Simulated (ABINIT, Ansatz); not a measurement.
# SnTe2 (Fm-3m): zone-centre phonons, part 2 of 3

Aim: the zone-centre modes of SnTe2 (Fm-3m).

ABINIT 10.8.3; DFT LDA, scalar-relativistic, plane waves, HGH norm-conserving pseudopotentials.

So far. Step 4 (Zone-centre response): The acoustic modes at Γ come out as far as 0.8 cm⁻¹ from zero, where they should vanish, a small numerical error. The relaxed cell has a = 7.245 Å (conventional setting).

The structure was built from a prototype and need not be the compound's stable phase.

### Step 5. Zone-centre analysis

anaddb reads the merged derivatives and imposes the acoustic sum rule.

anaddb.abi reads:

```
ddb_filepath "gamma_DDB"
output_file "anaddb.abo"
outdata_prefix "anaddb"
asr 1
chneut 1
enunit 2
eivec 1
nph1l 1
qph1l 0.0 0.0 0.0 1.0
```

mrgddb.in reads:

```
gamma_DDB
merged
2
dfpt_gammao_DDB
gso_DDB
```

On the command line:

```bash
mrgddb < mrgddb.in > mrgddb.log
OMP_NUM_THREADS=1 anaddb anaddb.abi > anaddb.log
```

anaddb.abo, the main output file:

```text
-outvars_anaddb: echo values of input variables ----------------------

 Miscellaneous information :
      enunit         2
       eivec         1
         asr         1
 First list of wavevector (reduced coord.) :
       nph1l         1
       qph1l
                     0.00000000E+00  0.00000000E+00  0.00000000E+00    1.000E+00

================================================================================

 read the DDB information and perform some checks

  ==== Info on the Cryst% object ====
 Real(R)+Recip(G) space primitive vectors, cartesian coordinates (Bohr,Bohr^-1):
 R(1)= -6.8453645  0.0000000  6.8453645  G(1)= -0.0730421 -0.0730421  0.0730421
 R(2)=  0.0000000  6.8453645  6.8453645  G(2)=  0.0730421  0.0730421  0.0730421
 R(3)= -6.8453645  6.8453645  0.0000000  G(3)= -0.0730421  0.0730421 -0.0730421
 Unit cell volume ucvol=  6.4153408E+02 bohr^3
 Angles (23,13,12)=  6.00000000E+01  6.00000000E+01  6.00000000E+01 degrees
 Time-reversal symmetry is present
 Reduced atomic positions [iatom, xred, symbol]:
    1)    0.0000000  0.0000000  0.0000000  Sn
    2)    0.7500000  0.7500000  0.7500000  Te
    3)    0.2500000  0.2500000  0.2500000  Te

 DDB file with 3 blocks has been read.

================================================================================

 Treat the first list of vectors

  Phonon wavevector (reduced coordinates) :  0.00000  0.00000  0.00000
 Phonon energies in Hartree :
   0.000000E+00  0.000000E+00  0.000000E+00  3.627420E-04  3.627420E-04
   3.627420E-04  3.761100E-04  3.761100E-04  3.761100E-04
 Phonon energies in meV     :
-  0.000000E+00  0.000000E+00  0.000000E+00  9.870713E+00  9.870713E+00
-  9.870713E+00  1.023447E+01  1.023447E+01  1.023447E+01
 Phonon frequencies in cm-1    :
-  0.000000E+00  0.000000E+00  0.000000E+00  7.961267E+01  7.961267E+01
-  7.961267E+01  8.254660E+01  8.254660E+01  8.254660E+01
 Phonon frequencies in Thz     :
-  0.000000E+00  0.000000E+00  0.000000E+00  2.386728E+00  2.386728E+00
-  2.386728E+00  2.474685E+00  2.474685E+00  2.474685E+00
 Phonon energies in Kelvin  :
-  0.000000E+00  0.000000E+00  0.000000E+00  1.145449E+02  1.145449E+02
-  1.145449E+02  1.187661E+02  1.187661E+02  1.187661E+02

 Eigendisplacements
 (will be given, for each mode : in cartesian coordinates
   for each atom the real part of the displacement vector,
   then the imaginary part of the displacement vector - absolute values smaller than 1.0d-7 are set to zero)
  Mode number    1   Energy    0.000000E+00
 Attention : low frequency mode.
   (Could be unstable or acoustic mode)
-  1  0.00000000E+00  0.00000000E+00  1.21125234E-03
-     0.00000000E+00  0.00000000E+00  0.00000000E+00
-  2  0.00000000E+00  0.00000000E+00  1.21125961E-03
-     0.00000000E+00  0.00000000E+00  0.00000000E+00
-  3  0.00000000E+00  0.00000000E+00  1.21125961E-03
-     0.00000000E+00  0.00000000E+00  0.00000000E+00
  Mode number    2   Energy    0.000000E+00
 Attention : low frequency mode.
   (Could be unstable or acoustic mode)
-  1  0.00000000E+00  1.21125234E-03  0.00000000E+00
-     0.00000000E+00  0.00000000E+00  0.00000000E+00
-  2  0.00000000E+00  1.21125961E-03  0.00000000E+00
-     0.00000000E+00  0.00000000E+00  0.00000000E+00
-  3  0.00000000E+00  1.21125961E-03  0.00000000E+00
-     0.00000000E+00  0.00000000E+00  0.00000000E+00
  Mode number    3   Energy    0.000000E+00
 Attention : low frequency mode.
   (Could be unstable or acoustic mode)
-  1  1.21125234E-03  0.00000000E+00  0.00000000E+00
-     0.00000000E+00  0.00000000E+00  0.00000000E+00
-  2  1.21125961E-03  0.00000000E+00  0.00000000E+00
-     0.00000000E+00  0.00000000E+00  0.00000000E+00
-  3  1.21125961E-03  0.00000000E+00  0.00000000E+00
-     0.00000000E+00  0.00000000E+00  0.00000000E+00
  Mode number    4   Energy    3.627420E-04
-  1  0.00000000E+00  0.00000000E+00  0.00000000E+00
-     0.00000000E+00  0.00000000E+00  0.00000000E+00
-  2  0.00000000E+00  0.00000000E+00 -1.46615408E-03
-     0.00000000E+00  0.00000000E+00  0.00000000E+00
-  3  0.00000000E+00  0.00000000E+00  1.46615408E-03
-     0.00000000E+00  0.00000000E+00  0.00000000E+00
  Mode number    5   Energy    3.627420E-04
-  1  0.00000000E+00  0.00000000E+00  0.00000000E+00
-     0.00000000E+00  0.00000000E+00  0.00000000E+00
-  2  0.00000000E+00 -1.46615408E-03  0.00000000E+00
-     0.00000000E+00  0.00000000E+00  0.00000000E+00
-  3  0.00000000E+00  1.46615408E-03  0.00000000E+00
-     0.00000000E+00  0.00000000E+00  0.00000000E+00
  Mode number    6   Energy    3.627420E-04
-  1  0.00000000E+00  0.00000000E+00  0.00000000E+00
-     0.00000000E+00  0.00000000E+00  0.00000000E+00
-  2  1.46615408E-03  0.00000000E+00  0.00000000E+00
-     0.00000000E+00  0.00000000E+00  0.00000000E+00
-  3 -1.46615408E-03  0.00000000E+00  0.00000000E+00
-     0.00000000E+00  0.00000000E+00  0.00000000E+00
  Mode number    7   Energy    3.761100E-04
-  1  0.00000000E+00  0.00000000E+00  1.77596302E-03
-     0.00000000E+00  0.00000000E+00  0.00000000E+00
-  2  0.00000000E+00  0.00000000E+00 -8.26110130E-04
-     0.00000000E+00  0.00000000E+00  0.00000000E+00
-  3  0.00000000E+00  0.00000000E+00 -8.26110130E-04
-     0.00000000E+00  0.00000000E+00  0.00000000E+00
  Mode number    8   Energy    3.761100E-04
-  1  0.00000000E+00 -1.77596302E-03  0.00000000E+00
-     0.00000000E+00  0.00000000E+00  0.00000000E+00
-  2  0.00000000E+00  8.26110130E-04  0.00000000E+00
-     0.00000000E+00  0.00000000E+00  0.00000000E+00
-  3  0.00000000E+00  8.26110130E-04  0.00000000E+00
-     0.00000000E+00  0.00000000E+00  0.00000000E+00
  Mode number    9   Energy    3.761100E-04
-  1  1.77596302E-03  0.00000000E+00  0.00000000E+00
-     0.00000000E+00  0.00000000E+00  0.00000000E+00
-  2 -8.26110130E-04  0.00000000E+00  0.00000000E+00
-     0.00000000E+00  0.00000000E+00  0.00000000E+00
-  3 -8.26110130E-04  0.00000000E+00  0.00000000E+00
-     0.00000000E+00  0.00000000E+00  0.00000000E+00

 Analysis of degeneracies and characters (maximum tolerance=1.00E-06 a.u.)
 For each vibration mode, or group of modes if degenerate,
 the characters are given for each symmetry operation (see the list in the log file).
 Symmetry characters of vibration mode #   1
       degenerate with vibration modes #   2 to    3
  3.0 -3.0 -1.0  1.0 -1.0  1.0 -1.0  1.0  1.0 -1.0 -1.0  1.0  1.0 -1.0 -1.0  1.0
 -0.0  0.0  0.0 -0.0  0.0 -0.0 -0.0  0.0  1.0 -1.0 -1.0  1.0 -1.0  1.0  1.0 -1.0
 -0.0  0.0  0.0 -0.0 -0.0  0.0  0.0 -0.0  1.0 -1.0  1.0 -1.0 -1.0  1.0 -1.0  1.0
 Symmetry characters of vibration mode #   4
       degenerate with vibration modes #   5 to    6
  3.0  3.0 -1.0 -1.0 -1.0 -1.0 -1.0 -1.0  1.0  1.0 -1.0 -1.0  1.0  1.0 -1.0 -1.0
  0.0  0.0 -0.0 -0.0  0.0  0.0 -0.0 -0.0  1.0  1.0 -1.0 -1.0 -1.0 -1.0  1.0  1.0
  0.0  0.0  0.0  0.0 -0.0 -0.0 -0.0 -0.0  1.0  1.0  1.0  1.0 -1.0 -1.0 -1.0 -1.0
 Symmetry characters of vibration mode #   7
       degenerate with vibration modes #   8 to    9
  3.0 -3.0 -1.0  1.0 -1.0  1.0 -1.0  1.0  1.0 -1.0 -1.0  1.0  1.0 -1.0 -1.0  1.0
 -0.0  0.0  0.0 -0.0 -0.0  0.0  0.0 -0.0  1.0 -1.0 -1.0  1.0 -1.0  1.0  1.0 -1.0
 -0.0  0.0 -0.0  0.0  0.0 -0.0  0.0 -0.0  1.0 -1.0  1.0 -1.0 -1.0  1.0 -1.0  1.0
-
```

It took 0.56 s on 1 thread of Arm Neoverse N1, shared host.

This step gave:

| Quantity | Value |
| --- | --- |
| highest optical zone-centre mode (no LO-TO term) | 82.55 cm⁻¹ |

No LO-TO term; unit eigenvectors of the mass-weighted matrix, from anaddb's displacements. The modes at Γ (shares of kinetic energy by element, %):

```csv
mode,frequency (cm⁻¹),symmetry,Sn %,Te %
1,0.0,acoustic,32,68
2,0.0,acoustic,32,68
3,0.0,acoustic,32,68
4,79.6,T2g,0,100
5,79.6,T2g,0,100
6,79.6,T2g,0,100
7,82.5,T1u,68,32
8,82.5,T1u,68,32
9,82.5,T1u,68,32
```

Displacements in mode 4 (79.6 cm⁻¹), the largest set to 1:
```
Sn1  0.00  0.00  0.00
Te2  0.00  0.00 -1.00
Te3  0.00  0.00  1.00
```

Displacements in mode 7 (82.5 cm⁻¹), the largest set to 1:
```
Sn1  0.00  0.00  1.00
Te2  0.00  0.00 -0.47
Te3  0.00  0.00 -0.47
```

The rule moves no optical mode by more than 0.1 cm⁻¹.

### Step 6. Sum rules set otherwise (asr 0)

Without the rule the raw error of the acoustic modes shows.

anaddb.abi, as its differences from that of step 5:

```diff
@@ -3,4 +3,4 @@
 outdata_prefix "anaddb"
-asr 1
-chneut 1
+asr 0
+chneut 0
 enunit 2
```

mrgddb.in is that of step 5.

anaddb.abo, the main output file:

```text
-outvars_anaddb: echo values of input variables ----------------------

 Miscellaneous information :
      enunit         2
       eivec         1
      chneut         0
 First list of wavevector (reduced coord.) :
       nph1l         1
       qph1l
                     0.00000000E+00  0.00000000E+00  0.00000000E+00    1.000E+00

================================================================================

 read the DDB information and perform some checks

  ==== Info on the Cryst% object ====
 Real(R)+Recip(G) space primitive vectors, cartesian coordinates (Bohr,Bohr^-1):
 R(1)= -6.8453645  0.0000000  6.8453645  G(1)= -0.0730421 -0.0730421  0.0730421
 R(2)=  0.0000000  6.8453645  6.8453645  G(2)=  0.0730421  0.0730421  0.0730421
 R(3)= -6.8453645  6.8453645  0.0000000  G(3)= -0.0730421  0.0730421 -0.0730421
 Unit cell volume ucvol=  6.4153408E+02 bohr^3
 Angles (23,13,12)=  6.00000000E+01  6.00000000E+01  6.00000000E+01 degrees
 Time-reversal symmetry is present
 Reduced atomic positions [iatom, xred, symbol]:
    1)    0.0000000  0.0000000  0.0000000  Sn
    2)    0.7500000  0.7500000  0.7500000  Te
    3)    0.2500000  0.2500000  0.2500000  Te

 DDB file with 3 blocks has been read.

================================================================================

 Treat the first list of vectors

  Phonon wavevector (reduced coordinates) :  0.00000  0.00000  0.00000
 Phonon energies in Hartree :
  -3.524421E-06 -3.524420E-06 -3.524419E-06  3.627176E-04  3.627176E-04
   3.627176E-04  3.761015E-04  3.761015E-04  3.761015E-04
 Phonon energies in meV     :
- -9.590437E-02 -9.590436E-02 -9.590433E-02  9.870049E+00  9.870049E+00
-  9.870049E+00  1.023424E+01  1.023424E+01  1.023424E+01
 Phonon frequencies in cm-1    :
- -7.735209E-01 -7.735209E-01 -7.735206E-01  7.960732E+01  7.960732E+01
-  7.960732E+01  8.254474E+01  8.254474E+01  8.254474E+01
 Phonon frequencies in Thz     :
- -2.318957E-02 -2.318957E-02 -2.318956E-02  2.386567E+00  2.386567E+00
-  2.386567E+00  2.474629E+00  2.474629E+00  2.474629E+00
 Phonon energies in Kelvin  :
- -1.112924E+00 -1.112924E+00 -1.112924E+00  1.145372E+02  1.145372E+02
-  1.145372E+02  1.187635E+02  1.187635E+02  1.187635E+02

 Eigendisplacements
 (will be given, for each mode : in cartesian coordinates
   for each atom the real part of the displacement vector,
   then the imaginary part of the displacement vector - absolute values smaller than 1.0d-7 are set to zero)
  Mode number    1   Energy   -3.524421E-06
 Attention : low frequency mode.
   (Could be unstable or acoustic mode)
-  1  0.00000000E+00  0.00000000E+00  1.21115546E-03
-     0.00000000E+00  0.00000000E+00  0.00000000E+00
-  2  0.00000000E+00  0.00000000E+00  1.21130468E-03
-     0.00000000E+00  0.00000000E+00  0.00000000E+00
-  3  0.00000000E+00  0.00000000E+00  1.21130468E-03
-     0.00000000E+00  0.00000000E+00  0.00000000E+00
  Mode number    2   Energy   -3.524420E-06
 Attention : low frequency mode.
   (Could be unstable or acoustic mode)
-  1  0.00000000E+00  1.21115546E-03  0.00000000E+00
-     0.00000000E+00  0.00000000E+00  0.00000000E+00
-  2  0.00000000E+00  1.21130468E-03  0.00000000E+00
-     0.00000000E+00  0.00000000E+00  0.00000000E+00
-  3  0.00000000E+00  1.21130468E-03  0.00000000E+00
-     0.00000000E+00  0.00000000E+00  0.00000000E+00
  Mode number    3   Energy   -3.524419E-06
 Attention : low frequency mode.
   (Could be unstable or acoustic mode)
-  1  1.21115546E-03  0.00000000E+00  0.00000000E+00
-     0.00000000E+00  0.00000000E+00  0.00000000E+00
-  2  1.21130468E-03  0.00000000E+00  0.00000000E+00
-     0.00000000E+00  0.00000000E+00  0.00000000E+00
-  3  1.21130468E-03  0.00000000E+00  0.00000000E+00
-     0.00000000E+00  0.00000000E+00  0.00000000E+00
  Mode number    4   Energy    3.627176E-04
-  1  0.00000000E+00  0.00000000E+00  0.00000000E+00
-     0.00000000E+00  0.00000000E+00  0.00000000E+00
-  2  0.00000000E+00  0.00000000E+00  1.46615408E-03
-     0.00000000E+00  0.00000000E+00  0.00000000E+00
-  3  0.00000000E+00  0.00000000E+00 -1.46615408E-03
-     0.00000000E+00  0.00000000E+00  0.00000000E+00
  Mode number    5   Energy    3.627176E-04
-  1  0.00000000E+00  0.00000000E+00  0.00000000E+00
-     0.00000000E+00  0.00000000E+00  0.00000000E+00
-  2  0.00000000E+00  1.46615408E-03  0.00000000E+00
-     0.00000000E+00  0.00000000E+00  0.00000000E+00
-  3  0.00000000E+00 -1.46615408E-03  0.00000000E+00
-     0.00000000E+00  0.00000000E+00  0.00000000E+00
  Mode number    6   Energy    3.627176E-04
-  1  0.00000000E+00  0.00000000E+00  0.00000000E+00
-     0.00000000E+00  0.00000000E+00  0.00000000E+00
-  2  1.46615408E-03  0.00000000E+00  0.00000000E+00
-     0.00000000E+00  0.00000000E+00  0.00000000E+00
-  3 -1.46615408E-03  0.00000000E+00  0.00000000E+00
-     0.00000000E+00  0.00000000E+00  0.00000000E+00
  Mode number    7   Energy    3.761015E-04
-  1  0.00000000E+00  0.00000000E+00  1.77602909E-03
-     0.00000000E+00  0.00000000E+00  0.00000000E+00
-  2  0.00000000E+00  0.00000000E+00 -8.26044053E-04
-     0.00000000E+00  0.00000000E+00  0.00000000E+00
-  3  0.00000000E+00  0.00000000E+00 -8.26044053E-04
-     0.00000000E+00  0.00000000E+00  0.00000000E+00
  Mode number    8   Energy    3.761015E-04
-  1  0.00000000E+00  1.77602909E-03  0.00000000E+00
-     0.00000000E+00  0.00000000E+00  0.00000000E+00
-  2  0.00000000E+00 -8.26044053E-04  0.00000000E+00
-     0.00000000E+00  0.00000000E+00  0.00000000E+00
-  3  0.00000000E+00 -8.26044053E-04  0.00000000E+00
-     0.00000000E+00  0.00000000E+00  0.00000000E+00
  Mode number    9   Energy    3.761015E-04
-  1  1.77602909E-03  0.00000000E+00  0.00000000E+00
-     0.00000000E+00  0.00000000E+00  0.00000000E+00
-  2 -8.26044053E-04  0.00000000E+00  0.00000000E+00
-     0.00000000E+00  0.00000000E+00  0.00000000E+00
-  3 -8.26044053E-04  0.00000000E+00  0.00000000E+00
-     0.00000000E+00  0.00000000E+00  0.00000000E+00

 Analysis of degeneracies and characters (maximum tolerance=1.00E-06 a.u.)
 For each vibration mode, or group of modes if degenerate,
 the characters are given for each symmetry operation (see the list in the log file).
 Symmetry characters of vibration mode #   1
       degenerate with vibration modes #   2 to    3
  3.0 -3.0 -1.0  1.0 -1.0  1.0 -1.0  1.0  1.0 -1.0 -1.0  1.0  1.0 -1.0 -1.0  1.0
 -0.0  0.0 -0.0  0.0  0.0 -0.0 -0.0  0.0  1.0 -1.0 -1.0  1.0 -1.0  1.0  1.0 -1.0
  0.0 -0.0  0.0 -0.0 -0.0  0.0 -0.0  0.0  1.0 -1.0  1.0 -1.0 -1.0  1.0 -1.0  1.0
 Symmetry characters of vibration mode #   4
       degenerate with vibration modes #   5 to    6
  3.0  3.0 -1.0 -1.0 -1.0 -1.0 -1.0 -1.0  1.0  1.0 -1.0 -1.0  1.0  1.0 -1.0 -1.0
 -0.0 -0.0  0.0  0.0 -0.0 -0.0  0.0  0.0  1.0  1.0 -1.0 -1.0 -1.0 -1.0  1.0  1.0
 -0.0 -0.0 -0.0 -0.0  0.0  0.0  0.0  0.0  1.0  1.0  1.0  1.0 -1.0 -1.0 -1.0 -1.0
 Symmetry characters of vibration mode #   7
       degenerate with vibration modes #   8 to    9
  3.0 -3.0 -1.0  1.0 -1.0  1.0 -1.0  1.0  1.0 -1.0 -1.0  1.0  1.0 -1.0 -1.0  1.0
  0.0 -0.0 -0.0  0.0  0.0 -0.0 -0.0  0.0  1.0 -1.0 -1.0  1.0 -1.0  1.0  1.0 -1.0
  0.0 -0.0  0.0 -0.0 -0.0  0.0 -0.0  0.0  1.0 -1.0  1.0 -1.0 -1.0  1.0 -1.0  1.0
-
```

Run time: 0.55 s. Hardware: 1 thread.

This step gave:

```
highest optical zone-centre mode (no LO-TO term) : 82.54 cm⁻¹
```

Zone-centre frequencies as printed; negative means imaginary. Modes:

```csv
mode,frequency (cm⁻¹)
1,-0.77
2,-0.77
3,-0.77
4,79.61
5,79.61
6,79.61
7,82.54
8,82.54
9,82.54
```

[end of part 2 of 3]

[Host names and launcher messages were left out of these logs when they were recorded.]

[Logs are printed without paths, hosts, clocks, repeated set-up lines and the standing remarks that a program may print on its own settings, such as how far it seeks lower states.]

[Hosts, paths, dates, database ids (printed as entryN), source tags and the programs' standing remarks are cut or masked in the printed files.]
